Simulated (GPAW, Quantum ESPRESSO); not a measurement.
# F K ELNES/XANES of NaHF2 (R-3m) from DFT

What does one-electron theory with a core hole give for the F K edge of NaHF2 (R-3m)?

Main program and level: GPAW 26.7.0; X-ray absorption from dipole matrix elements to empty bands, plane-wave PAW LDA.

### 1. The structure

Symmetry: R-3m, No. 166, trigonal system. Conventional cell: a = 3.474 Å, b = 3.474 Å, c = 13.750 Å, α = 90.00°, β = 90.00°, γ = 120.00°. Na has 6 F at 2.32 Å nearest. F has 1 H at 1.13 Å and 3 Na at 2.32 Å nearest. Nearest to H lie 2 F at 1.13 Å. Farther neighbours and most contacts between anions are not listed.

### 2. Ground state of the crystal

A plain self-consistent run shows whether there is a gap, which decides the set-up of the core-hole run.

Input file scf.py:

```python
import numpy as np
from ase import Atoms
from ase.parallel import parprint, paropen
from gpaw import GPAW, PW, FermiDirac, Mixer, MixerDif, setup_paths
from gpaw.test import gen
setup_paths.insert(0, '.')
gen('F', name='nch1s', xcname='LDA', corehole=(1, 0, 0), write_xml=True)
from gpaw.mpi import world
world.barrier()

atoms = Atoms('NaF2H',
    cell=[[1.737, 1.00285742, 4.58333333],
     [-1.737, 1.00285742, 4.58333333],
     [0, -2.00571484, 4.58333333]],
    scaled_positions=[[0, 0, 0],
     [0.5824, 0.5824, 0.5824],
     [0.4176, 0.4176, 0.4176],
     [0.5, 0.5, 0.5]],
    pbc=True)
atoms.calc = calc = GPAW(legacy_gpaw=True, mode=PW(500, force_complex_dtype=True), xc='LDA', setups={1: 'nch1s'},
    kpts={'size': (8, 8, 8), 'gamma': True}, occupations=FermiDirac(0.05),
    charge=0, mixer=Mixer(0.1, 5, 50), maxiter=150,
    convergence={'density': 0.0001, 'eigenstates': 1e-6}, txt='scf.txt')
energy = atoms.get_potential_energy() + calc.get_reference_energy()
ef = calc.get_fermi_level()
out = dict(energy=energy, fermi=ef, forces=atoms.get_forces().tolist())
parprint(f'all-electron energy {energy:.4f} eV, Fermi level {ef:.4f} eV')
ev = np.array([[calc.get_eigenvalues(k, s) for k in range(len(calc.get_ibz_k_points()))] for s in range(calc.get_number_of_spins())])
out['homo'], out['lumo'], out['counts'] = ev[ev < ef].max(), ev[ev > ef].min(), sorted(set((ev < ef).sum((0, 2)).tolist()))
out['filled'] = (ev[:, 0] < ef).sum(1).tolist()
import json
with paropen('out.json', 'w') as f:
    json.dump(out, f)
```

On the command line:

```bash
$ OMP_NUM_THREADS=1 mpirun -n 4 gpaw python scf.py
```

Numbers of over 12 decimals in the logs are rounded to 6 here.

Log:

```text
Input parameters:
  convergence: {density: 0.0001,
                eigenstates: 1e-06}
  kpts: {gamma: True,
         size: (8, 8, 8)}
  maxiter: 150
  mixer: {backend: pulay,
          beta: 0.1,
          method: separate,
          nmaxold: 5,
          weight: 50}
  mode: {ecut: 500.0,
         force_complex_dtype: True,
         name: pw}
  occupations: {fixmagmom: False,
                name: fermi-dirac,
                width: 0.05}
  setups: {1: nch1s}

Initialize ...

[... PAW data sets ...]

Reference energy: -9808.755084  # eV

Spin-paired calculation

[... convergence settings ...]
Symmetries present (total): 2
  [... symmetry matrices ...]

512 k-points: 8 x 8 x 8 Monkhorst-Pack grid + [1/16,1/16,1/16]
150 k-points in the irreducible part of the Brillouin zone
       k-points in crystal coordinates                weights
   0:     0.00000000    0.00000000    0.00000000          1/512
   1:     0.00000000    0.00000000    0.12500000          2/512
   2:     0.00000000    0.00000000    0.25000000          2/512
   3:     0.00000000    0.00000000    0.37500000          2/512
   4:     0.00000000    0.00000000    0.50000000          1/512
   5:     0.12500000   -0.12500000    0.00000000          2/512
   6:     0.12500000   -0.12500000    0.12500000          4/512
   7:     0.12500000   -0.12500000    0.25000000          4/512
   8:     0.12500000   -0.12500000    0.37500000          4/512
   9:     0.12500000   -0.12500000    0.50000000          2/512
          ...
 149:     0.50000000    0.50000000    0.50000000          1/512

Wave functions: Plane wave expansion
  Cutoff energy: 500.000 eV
  Number of coefficients (min, max): 1187, 1240
  Pulay-stress correction: 0.000000 eV/Ang^3 (de/decut=0.000000)
  Using FFTW library
  Wavefunction extrapolation:
    Improved wavefunction reuse through dual PAW basis

Occupation numbers: Fermi-Dirac:
  width: 0.0500  # eV

Eigensolver
   Davidson(niter=2)

Densities:
  Coarse grid: 27*27*27 grid
  Fine grid: 54*54*54 grid
  Total Charge: 0.000000

Density mixing:
  Method: separate
  Backend: pulay
  Linear mixing parameter: 0.1
  old densities: 5
  Width of damping distribution: 1.1
  Damping of long wavelength oscillations: 50

[... Hamiltonian set-up ...]
Number of atoms: 4
Number of atomic orbitals: 16
Number of bands in calculation: 16
Number of valence electrons: 22
Bands to converge: occupied

... initialized

Initializing position-dependent things.

Density initialized from atomic densities
Creating initial wave functions:
  16 bands from LCAO basis set

       F

       H
       F

       Na

Atomic positions and initial magnetic moments

Positions:
   0 Na     0.000000    0.000000    0.000000    ( 0.0000,  0.0000,  0.0000)
   1 F      0.000000   -0.000000    8.008000    ( 0.0000,  0.0000,  0.0000)
   2 F      0.000000   -0.000000    5.742000    ( 0.0000,  0.0000,  0.0000)
   3 H      0.000000    0.000000    6.875000    ( 0.0000,  0.0000,  0.0000)

Unit cell:
           periodic     x           y           z      points  spacing
  1. axis:    yes    1.737000    1.002857    4.583333    27     0.1089
  2. axis:    yes   -1.737000    1.002857    4.583333    27     0.1089
  3. axis:    yes    0.000000   -2.005715    4.583333    27     0.1089

  Lengths:   5.002983   5.002983   5.002983
  Angles:   40.631430  40.631430  40.631430

Effective grid spacing dv^(1/3) = 0.1345

iter:   1   -19.297172
iter:   2   -18.914712   -1.53  -1.20
iter:   3   -18.470347   -1.12  -1.28
iter:   4   -18.459594   -2.21  -1.52
iter:   5   -18.445670   -2.44  -1.90
iter:   6   -18.447718   -3.15  -2.75
iter:   7   -18.445483c  -3.74  -2.52
iter:   8   -18.445511c  -3.48  -2.94
iter:   9   -18.445190c  -4.15  -3.08
iter:  10   -18.445187c  -6.71c -4.00c

Converged after 10 iterations.

Dipole moment: (-0.000000, -0.000000, 0.000000) |e|*Ang

Energy contributions relative to reference atoms: (reference = -9808.755084)

Kinetic:        +19.620174
Potential:      -20.291023
External:        +0.000000
XC:             -18.175553
Entropy (-ST):   +0.000000
Local:           +0.401215
SIC:             +0.000000
--------------------------
Free energy:    -18.445187
Extrapolated:   -18.445187

Showing only first 2 kpts
 Kpt  Band  Eigenvalues  Occupancy
  0     9     -4.06030    2.00000
  0    10     -3.99366    2.00000
  0    11      2.76493    0.00000
  0    12      9.03939    0.00000

  1     9     -4.07537    2.00000
  1    10     -3.96789    2.00000
  1    11      3.18922    0.00000
  1    12      9.13949    0.00000

Fermi level: -1.79454

Gap: 6.597 eV
Transition (v -> c):
  (s=0, k=149, n=10, [0.50, 0.50, 0.50]) -> (s=0, k=0, n=11, [0.00, 0.00, 0.00])
Direct/indirect transitions are different
Direct gap: 6.759 eV
Transition at: (s=0, k=0, n=10, [0.00, 0.00, 0.00])

Forces in eV/Ang:
  0 Na    0.00000    0.00000   -0.00000
  1 F     0.00000    0.00001    0.39343
  2 F     0.00000   -0.00001   -0.39343
  3 H     0.00000    0.00000    0.00000
Scalar-relativistic atomic LDA calculation for F (Fluorine, Z=9)
Core hole in 1s state (1s occupation: 2.0)
300 radial gridpoints.
|------------------------------------------------|
|------------------------------------------------|
[... the atom generator's iteration count ...]

Energy contributions:
-------------------------
Kinetic:      +98.924702
XC:            -9.628727
Potential:   -188.480882
-------------------------
Total:        -99.184907

state      eigenvalue         ekin         rmax
-----------------------------------------------
1s^2.0 :   -24.213779    36.855229        0.115
2s^2.0 :    -1.089490     4.159703        0.767
2p^5.0 :    -0.415007     3.378968        0.703
-----------------------------------------------
(units: Bohr and Hartree)

Generating PAW setup
Kinetic energy of the core from tauc = 73.784289
Cutoffs:
rc(s)=1.200
rc(p)=1.200
rc(d)=1.200
rc(vbar)=1.080
rc(comp)=1.200
rc(nct)=1.200

Kinetic energy of the core states: 73.710458
Charge: 0.0
Core electrons: 2.0
Valence electrons: 7.0
Pseudo-core charge: 0.000387
Shape function alpha=6.944
Pseudo-electron charge 6.013308
state    eigenvalue         norm
--------------------------------
2s(2) :    -1.089490     1.062936
*s    :    -0.089490
2p(5) :    -0.415007     0.777410
*p    :     0.584993
*d    :     0.000000
--------------------------------

Diagonalizing with gridspacing h=0.050

state   all-electron     PAW
-------------------------------
2s:      -1.089490    -1.091166
2p:      -0.415007    -0.417133
*d:                    0.051257
*f:                    0.077758
-------------------------------
all-electron energy -9827.2003 eV, Fermi level -1.7945 eV
```

Elapsed: 27 s, on 4 MPI ranks of Arm Neoverse V1, shared host; peak memory 0.21 GiB; 1.8 min of CPU time.

The mesh shows a gap of 6.60 eV, so the hole is first treated in a charged cell, without the excited electron.

### 3. Spectrum without a core hole, F atom 2

This cheap baseline ignores the attraction of the hole: it shows the absorber's empty states as they are in the ground state. The data set with a hole of occupation 0 only carries the core orbital.

The absorber has 1 H at 1.13 Å and 3 Na at 2.32 Å (distorted tetrahedral, site symmetry 3m).

Input file xas.py:

```python
import numpy as np
from ase import Atoms
from ase.parallel import parprint, paropen
from gpaw import GPAW, PW, FermiDirac, Mixer, MixerDif, setup_paths
from gpaw.test import gen
setup_paths.insert(0, '.')
gen('F', name='nch1s', xcname='LDA', corehole=(1, 0, 0), write_xml=True)
from gpaw.mpi import world
world.barrier()

atoms = Atoms('NaF2H',
    cell=[[1.737, 1.00285742, 4.58333333],
     [-1.737, 1.00285742, 4.58333333],
     [0, -2.00571484, 4.58333333]],
    scaled_positions=[[0, 0, 0],
     [0.5824, 0.5824, 0.5824],
     [0.4176, 0.4176, 0.4176],
     [0.5, 0.5, 0.5]],
    pbc=True)
atoms.calc = calc = GPAW(legacy_gpaw=True, mode=PW(500, force_complex_dtype=True), xc='LDA', setups={1: 'nch1s'},
    kpts={'size': (8, 8, 8), 'gamma': True}, occupations=FermiDirac(0.02),
    charge=0, mixer=Mixer(0.1, 5, 50), maxiter=150,
    convergence={'density': 0.0001, 'eigenstates': 1e-6}, txt='scf.txt')
energy = atoms.get_potential_energy() + calc.get_reference_energy()
ef = calc.get_fermi_level()
out = dict(energy=energy, fermi=ef, forces=atoms.get_forces().tolist())
parprint(f'all-electron energy {energy:.4f} eV, Fermi level {ef:.4f} eV')
ev = np.array([[calc.get_eigenvalues(k, s) for k in range(len(calc.get_ibz_k_points()))] for s in range(calc.get_number_of_spins())])
out['homo'], out['lumo'], out['counts'] = ev[ev < ef].max(), ev[ev > ef].min(), sorted(set((ev < ef).sum((0, 2)).tolist()))
out['filled'] = (ev[:, 0] < ef).sum(1).tolist()

from ase.units import Ha
from gpaw.xas import dipole_matrix_elements
nb = int(calc.get_number_of_electrons() / 2) + 32
top = nb
nscf = calc.fixed_density(kpts={'size': (8, 8, 8), 'gamma': True},
    convergence={'eigenstates': 1.0}, txt='nscf.txt')
nscf.diagonalize_full_hamiltonian(nbands=nb)
cell = atoms.cell.array
ops = [cell.T @ U.T @ np.linalg.inv(cell.T) for U in nscf.wfs.kd.symmetry.op_scc]
filled = [11]  # bands filled in the ground state, by spin
E = np.arange(-25, 34, 0.1)
fwhm = np.interp(E, [4, 25], [0.9, 3.5])
Y, X, zero, highest = 0, 0, 1e9, 1e9
for spin in range(nscf.get_number_of_spins()):
    wfs = nscf.wfs
    mine = wfs.bd.get_slice()  # this rank's bands
    A = dipole_matrix_elements(wfs.setups[1])
    eps = np.zeros((wfs.kd.nibzkpts, nb))
    d = np.zeros((3, A.shape[1], wfs.kd.nibzkpts, nb), complex)
    for kpt in wfs.kpt_u:
        if kpt.s == spin and 1 in kpt.P_ani:
            eps[kpt.k, mine] = kpt.eps_n * Ha
            d[:, :, kpt.k, mine] = (kpt.weight * wfs.nspins / 2) ** 0.5 * np.inner(A, kpt.P_ani[1])
    world.sum(eps)
    world.sum(d)
    T = np.einsum('amkn,bmkn->abkn', d, d.conj()).real
    T = sum(np.einsum('ai,ijkn,bj->abkn', R, T, R) for R in ops) / len(ops)
    empty = np.ones_like(eps, bool) & (np.arange(nb) >= filled[spin])
    zero, highest = min(zero, eps[empty].min()), min(highest, eps[:, top - 1].min())
    lines = [(eps, T, empty)] if spin == 0 else lines + [(eps, T, empty)]
for eps, T, empty in lines:
    f = np.einsum('aakn->akn', T).reshape(3, -1)
    x = eps.ravel() - zero
    w = np.interp(x, E, fwhm) / 2.35482
    g = np.exp(-0.5 * ((E[:, None] - x) / w) ** 2) / (w * (2 * np.pi) ** 0.5)
    Y = Y + (f * empty.ravel()) @ g.T
    X = X + (f * ~empty.ravel()) @ g.T
out.update(E=E.round(2).tolist(), xas=Y.tolist(), xes=X.tolist(), zero=zero, valid=highest - zero, nk=len(eps), nb=nb)
for i in range(0, len(E), 10):
    parprint(f'{E[i]:7.2f}', *(f'{v:10.3e}' for v in Y[:, i]))
import json
with paropen('out.json', 'w') as f:
    json.dump(out, f)
```

On the command line:

```bash
$ OMP_NUM_THREADS=1 mpirun -n 4 gpaw python xas.py
```

Log:

```text
Input parameters:
  convergence: {density: 0.0001,
                eigenstates: 1e-06}
  kpts: {gamma: True,
         size: (8, 8, 8)}
  maxiter: 150
  mixer: {backend: pulay,
          beta: 0.1,
          method: separate,
          nmaxold: 5,
          weight: 50}
  mode: {ecut: 500.0,
         force_complex_dtype: True,
         name: pw}
  occupations: {fixmagmom: False,
                name: fermi-dirac,
[...]
*p    :     0.584993
*d    :     0.000000
--------------------------------

Diagonalizing with gridspacing h=0.050

state   all-electron     PAW
-------------------------------
2s:      -1.089490    -1.091166
2p:      -0.415007    -0.417133
*d:                    0.051257
*f:                    0.077758
-------------------------------
all-electron energy -9827.2003 eV, Fermi level -1.7945 eV
[...]
32.00  3.038e-05  3.038e-05  3.718e-05
  33.00  2.677e-05  2.677e-05  3.106e-05
[key lines of the parts left out:]
Converged after 10 iterations.
Dipole moment: (-0.000000, -0.000000, 0.000000) |e|*Ang
Free energy:    -18.445187
Fermi level: -1.79454
```

The job ended after 4.3 min (4 MPI ranks; peak memory 0.42 GiB).

The F K spectrum, F atom 2, no core hole (energy from the lowest empty level; intensity scaled to a mean of 1 over the first 20 eV; polarised curves are means over the symmetry-equivalent atoms):

```tsv
E (eV)	isotropic	ε ⊥ c	ε ∥ c
-2.0	0.00	0.00	0.00
-1.5	0.00	0.00	0.00
-1.0	0.00	0.00	0.00
-0.5	0.00	0.00	0.00
0.0	0.01	0.01	0.01
0.5	0.05	0.04	0.05
1.0	0.11	0.11	0.12
1.5	0.21	0.20	0.21
2.0	0.29	0.29	0.27
2.5	0.42	0.47	0.31
3.0	0.49	0.54	0.39
3.5	0.64	0.71	0.52
4.0	0.83	0.92	0.64
4.5	0.94	1.06	0.69
5.0	1.19	1.42	0.73
5.5	1.27	1.55	0.70
6.0	1.17	1.43	0.64
6.5	1.08	1.30	0.63
7.0	1.07	1.22	0.76
7.5	1.09	1.13	1.00
8.0	1.10	1.01	1.28
8.5	1.20	0.91	1.76
9.0	1.42	0.82	2.62
9.5	1.73	0.74	3.72
10.0	1.98	0.67	4.59
10.5	1.98	0.62	4.70
11.0	1.77	0.64	4.02
11.5	1.59	0.83	3.09
12.0	1.59	1.15	2.47
12.5	1.64	1.37	2.19
13.0	1.52	1.31	1.92
13.5	1.20	1.04	1.52
14.0	0.86	0.75	1.09
14.5	0.64	0.57	0.77
15.0	0.56	0.55	0.58
15.5	0.60	0.64	0.50
16.0	0.70	0.81	0.49
16.5	0.84	1.00	0.52
17.0	0.95	1.13	0.58
17.5	1.01	1.20	0.63
18.0	1.01	1.19	0.67
18.5	0.98	1.13	0.68
19.0	0.92	1.06	0.66
19.5	0.86	0.98	0.62
20.0	0.81	0.92	0.59
20.5	0.78	0.88	0.56
21.0	0.75	0.86	0.53
21.5	0.73	0.84	0.50
22.0	0.70	0.82	0.47
22.5	0.67	0.79	0.45
23.0	0.64	0.75	0.44
23.5	0.62	0.71	0.44
24.0	0.60	0.68	0.45
24.5	0.60	0.67	0.47
25.0	0.61	0.67	0.49
25.5	0.63	0.69	0.51
26.0	0.66	0.72	0.53
26.5	0.69	0.76	0.55
27.0	0.72	0.78	0.58
27.5	0.74	0.80	0.62
28.0	0.76	0.81	0.67
28.5	0.77	0.80	0.72
29.0	0.78	0.79	0.77
29.5	0.78	0.77	0.82
30.0	0.77	0.74	0.84
30.5	0.76	0.71	0.85
31.0	0.73	0.68	0.83
31.5	0.69	0.64	0.79
32.0	0.65	0.60	0.74
```

Main maxima below 24 eV (height): 5.4 eV (1.27), 10.3 eV (2.02), 12.5 eV (1.64) and 17.8 eV (1.02). A K edge sees empty p states on the absorber.

The same matrix elements for filled bands give the F K emission of F atom 2 (ground-state approximation; energy from the lowest empty level, largest value 1):

```tsv
E (eV)	emission
-24.00	0.00
-23.25	0.00
-22.50	0.00
-21.75	0.00
-21.00	0.00
-20.25	0.00
-19.50	0.00
-18.75	0.00
-18.00	0.00
-17.25	0.00
-16.50	0.00
-15.75	0.00
-15.00	0.00
-14.25	0.00
-13.50	0.00
-12.75	0.00
-12.00	0.02
-11.25	0.20
-10.50	0.05
-9.75	0.00
-9.00	0.01
-8.25	0.23
-7.50	0.83
-6.75	0.79
-6.00	0.06
-5.25	0.00
-4.50	0.00
-3.75	0.00
-3.00	0.00
-2.25	0.00
-1.50	0.00
-0.75	0.00
0.00	0.00
0.75	0.00
1.50	0.00
2.25	0.00
3.00	0.00
```

Emission maxima: -11.2 eV (0.20) and -7.2 eV (1.00).

### 4. Reference energy of the supercell

The photon energy needs a difference of total energies, so the cell and mesh of the coming hole run are first run without a hole.

Edit scf.py of step 2 so:

```diff
@@ -10,13 +10,25 @@
 
-atoms = Atoms('NaF2H',
-    cell=[[1.737, 1.00285742, 4.58333333],
-     [-1.737, 1.00285742, 4.58333333],
-     [0, -2.00571484, 4.58333333]],
+atoms = Atoms('Na4F8H4',
+    cell=[[3.474, -2.00571484, 4.58333333],
+     [-3.474, -2.00571484, 4.58333333],
+     [0, -4.01142967, -4.58333333]],
     scaled_positions=[[0, 0, 0],
-     [0.5824, 0.5824, 0.5824],
-     [0.4176, 0.4176, 0.4176],
-     [0.5, 0.5, 0.5]],
+     [0.5, 0.5, 0],
+     [0, 0.5, 0.5],
+     [0.5, 0, 0.5],
+     [0.5824, 0.5824, 0.4176],
+     [0.0824, 0.0824, 0.4176],
+     [0.5824, 0.0824, 0.9176],
+     [0.0824, 0.5824, 0.9176],
+     [0.4176, 0.4176, 0.5824],
+     [0.9176, 0.9176, 0.5824],
+     [0.4176, 0.9176, 0.0824],
+     [0.9176, 0.4176, 0.0824],
+     [0.5, 0.5, 0.5],
+     [0, 0, 0.5],
+     [0.5, 0, 0],
+     [0, 0.5, 0]],
     pbc=True)
-atoms.calc = calc = GPAW(legacy_gpaw=True, mode=PW(500, force_complex_dtype=True), xc='LDA', setups={1: 'nch1s'},
-    kpts={'size': (8, 8, 8), 'gamma': True}, occupations=FermiDirac(0.05),
+atoms.calc = calc = GPAW(legacy_gpaw=True, mode=PW(500, force_complex_dtype=True), xc='LDA', setups={4: 'nch1s'},
+    kpts={'size': (3, 3, 3), 'gamma': True}, occupations=FermiDirac(0.02),
     charge=0, mixer=Mixer(0.1, 5, 50), maxiter=150,
```

On the command line:

```bash
$ OMP_NUM_THREADS=1 mpirun -n 4 gpaw python scf.py
```

Log:

```text
Input parameters:
  convergence: {density: 0.0001,
                eigenstates: 1e-06}
  kpts: {gamma: True,
         size: (3, 3, 3)}
  maxiter: 150
  mixer: {backend: pulay,
          beta: 0.1,
          method: separate,
          nmaxold: 5,
          weight: 50}
  mode: {ecut: 500.0,
         force_complex_dtype: True,
         name: pw}
  occupations: {fixmagmom: False,
                name: fermi-dirac,
[...]
2s(2) :    -1.089490     1.062936
*s    :    -0.089490
2p(5) :    -0.415007     0.777410
*p    :     0.584993
*d    :     0.000000
--------------------------------

Diagonalizing with gridspacing h=0.050

state   all-electron     PAW
-------------------------------
2s:      -1.089490    -1.091166
2p:      -0.415007    -0.417133
*d:                    0.051257
*f:                    0.077758
-------------------------------
all-electron energy -39308.7970 eV, Fermi level -1.8060 eV
[key lines of the parts left out:]
Converged after 12 iterations.
Dipole moment: (0.000000, 0.000000, 0.000000) |e|*Ang
Free energy:    -73.776667
Fermi level: -1.80597
```

It took 17 s on 4 MPI ranks; peak memory 0.25 GiB.

Reference energy: -39308.797 eV with the cores included.

(Part 1 of 2 ends here.)

[Banner, clock and machine lines of the logs are left out without a mark of their own.]

[Logs are printed without paths, hosts, clocks, repeated set-up lines and the standing remarks that a program may print on its own settings, such as how far it seeks lower states.]

[Hosts, paths, dates, database ids (printed as entryN), source tags and the programs' standing remarks are cut or masked in the printed files.]

[Lists of maxima count a maximum above −3 eV only where it reaches 4 % of the highest in the window and stands out from its surroundings by 2 % of it (1.5 % where it reaches 55 %); shoulders and weaker maxima are passed over, and of the rest the first, up to two pre-edge ones and the few strongest are named.]
